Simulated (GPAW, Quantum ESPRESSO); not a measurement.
Consider CdPd (P4/mmm).

```xyz
2
Lattice="3.0276 0.0000 0.0000 0.0000 3.0276 0.0000 0.0000 0.0000 3.6310" Properties=species:S:1:pos:R:3 pbc="T T T"
Cd    0.0000    0.0000    0.0000
Pd    1.5138    1.5138    1.8155
```

Absorber: atom 2, with 8 Cd at 2.81 Å and 4 Pd at 3.03 Å (distorted cuboctahedral, site symmetry 4/mmm). Method: GPAW, LDA, excited-electron core hole (neutral cell), 8-atom cell with 5.6 Å between holes, 7×7×7 k points, dipole transitions, Gaussian full width 2.25 eV up to 4 eV, rising linearly to 3.5 eV at 25 eV.

Where do the maxima of the Pd L₃ edge fall?

Main maxima up to 30 eV above the zero (height): 4.4 eV (1.11), 17.6 eV (1.06) and 25.2 eV (1.28). At an L edge the dipole rule selects empty d (and weakly s) states on the absorber, and this run shows no strong white line at the onset; the kept electron can fill the absorber's last d holes, so the method may weaken a line that a measurement shows. 

The Pd L₃ spectrum (energy from the lowest empty level; intensity scaled to a mean of 1 over the first 20 eV; polarised curves are means over the symmetry-equivalent atoms):

| E (eV) | isotropic | ε ⊥ c | ε ∥ c |
| --- | --- | --- | --- |
| -2.0 | 0.02 | 0.02 | 0.02 |
| -1.5 | 0.06 | 0.06 | 0.06 |
| -1.0 | 0.14 | 0.14 | 0.15 |
| -0.5 | 0.29 | 0.28 | 0.29 |
| 0.0 | 0.47 | 0.47 | 0.48 |
| 0.5 | 0.64 | 0.63 | 0.65 |
| 1.0 | 0.75 | 0.74 | 0.77 |
| 1.5 | 0.80 | 0.79 | 0.83 |
| 2.0 | 0.84 | 0.81 | 0.88 |
| 2.5 | 0.89 | 0.86 | 0.96 |
| 3.0 | 0.97 | 0.93 | 1.06 |
| 3.5 | 1.05 | 1.01 | 1.14 |
| 4.0 | 1.10 | 1.06 | 1.17 |
| 4.5 | 1.11 | 1.09 | 1.16 |
| 5.0 | 1.10 | 1.08 | 1.14 |
| 5.5 | 1.09 | 1.07 | 1.13 |
| 6.0 | 1.08 | 1.06 | 1.12 |
| 6.5 | 1.07 | 1.06 | 1.11 |
| 7.0 | 1.08 | 1.07 | 1.09 |
| 7.5 | 1.07 | 1.08 | 1.07 |
| 8.0 | 1.07 | 1.08 | 1.05 |
| 8.5 | 1.07 | 1.09 | 1.05 |
| 9.0 | 1.08 | 1.09 | 1.05 |
| 9.5 | 1.07 | 1.08 | 1.06 |
| 10.0 | 1.06 | 1.07 | 1.05 |
| 10.5 | 1.04 | 1.05 | 1.04 |
| 11.0 | 1.02 | 1.02 | 1.02 |
| 11.5 | 1.00 | 1.00 | 1.00 |
| 12.0 | 0.98 | 0.98 | 0.99 |
| 12.5 | 0.97 | 0.96 | 0.98 |
| 13.0 | 0.96 | 0.95 | 0.98 |
| 13.5 | 0.96 | 0.95 | 0.98 |
| 14.0 | 0.97 | 0.96 | 0.98 |
| 14.5 | 0.98 | 0.97 | 0.98 |
| 15.0 | 0.99 | 0.99 | 0.98 |
| 15.5 | 1.00 | 1.01 | 0.99 |
| 16.0 | 1.01 | 1.02 | 1.01 |
| 16.5 | 1.03 | 1.03 | 1.05 |
| 17.0 | 1.05 | 1.04 | 1.09 |
| 17.5 | 1.06 | 1.03 | 1.13 |
| 18.0 | 1.06 | 1.02 | 1.13 |
| 18.5 | 1.03 | 1.00 | 1.10 |
| 19.0 | 1.01 | 0.99 | 1.05 |
| 19.5 | 1.00 | 1.00 | 1.01 |
| 20.0 | 1.02 | 1.04 | 0.98 |
| 20.5 | 1.05 | 1.09 | 0.96 |
| 21.0 | 1.09 | 1.15 | 0.97 |
| 21.5 | 1.13 | 1.20 | 0.98 |
| 22.0 | 1.16 | 1.23 | 1.01 |
| 22.5 | 1.18 | 1.24 | 1.05 |
| 23.0 | 1.20 | 1.25 | 1.11 |
| 23.5 | 1.22 | 1.24 | 1.19 |
| 24.0 | 1.25 | 1.24 | 1.27 |
| 24.5 | 1.27 | 1.23 | 1.34 |
| 25.0 | 1.28 | 1.22 | 1.40 |
| 25.5 | 1.27 | 1.20 | 1.43 |
| 26.0 | 1.26 | 1.17 | 1.43 |
| 26.5 | 1.23 | 1.15 | 1.40 |
| 27.0 | 1.20 | 1.13 | 1.36 |
| 27.5 | 1.17 | 1.11 | 1.30 |
| 28.0 | 1.15 | 1.10 | 1.24 |
| 28.5 | 1.13 | 1.10 | 1.19 |
| 29.0 | 1.11 | 1.10 | 1.14 |
| 29.5 | 1.10 | 1.10 | 1.10 |
| 30.0 | 1.08 | 1.09 | 1.06 |
| 30.5 | 1.06 | 1.08 | 1.02 |
| 31.0 | 1.04 | 1.06 | 0.98 |
| 31.5 | 1.01 | 1.05 | 0.95 |
| 32.0 | 1.00 | 1.03 | 0.93 |

Only the L₃ part is meant: spin–orbit coupling of the core level isn't computed and the L₂ copy isn't added. The script folds with a Gaussian, whereas the core hole's own line is a Lorentzian, so the onset is too steep and the first peak too high. The holes are only 5.6 Å apart, so the shape is probably not converged with cell size; no larger cell was run here. Lifetime broadening is put in by hand, and intensities beyond about 20 eV depend on it and on the partial waves. The structure is a published determination, not relaxed.

[Banner, clock and machine lines of the logs are left out without a mark of their own.]

[Logs are printed without paths, hosts, clocks, repeated set-up lines and the standing remarks that a program may print on its own settings, such as how far it seeks lower states.]

[Hosts, paths, dates, database ids (printed as entryN), source tags and the programs' standing remarks are cut or masked in the printed files.]

[Lists of maxima count a maximum above −3 eV only where it reaches 4 % of the highest in the window and stands out from its surroundings by 2 % of it (1.5 % where it reaches 55 %); shoulders and weaker maxima are passed over, and of the rest the first, up to two pre-edge ones and the few strongest are named.]
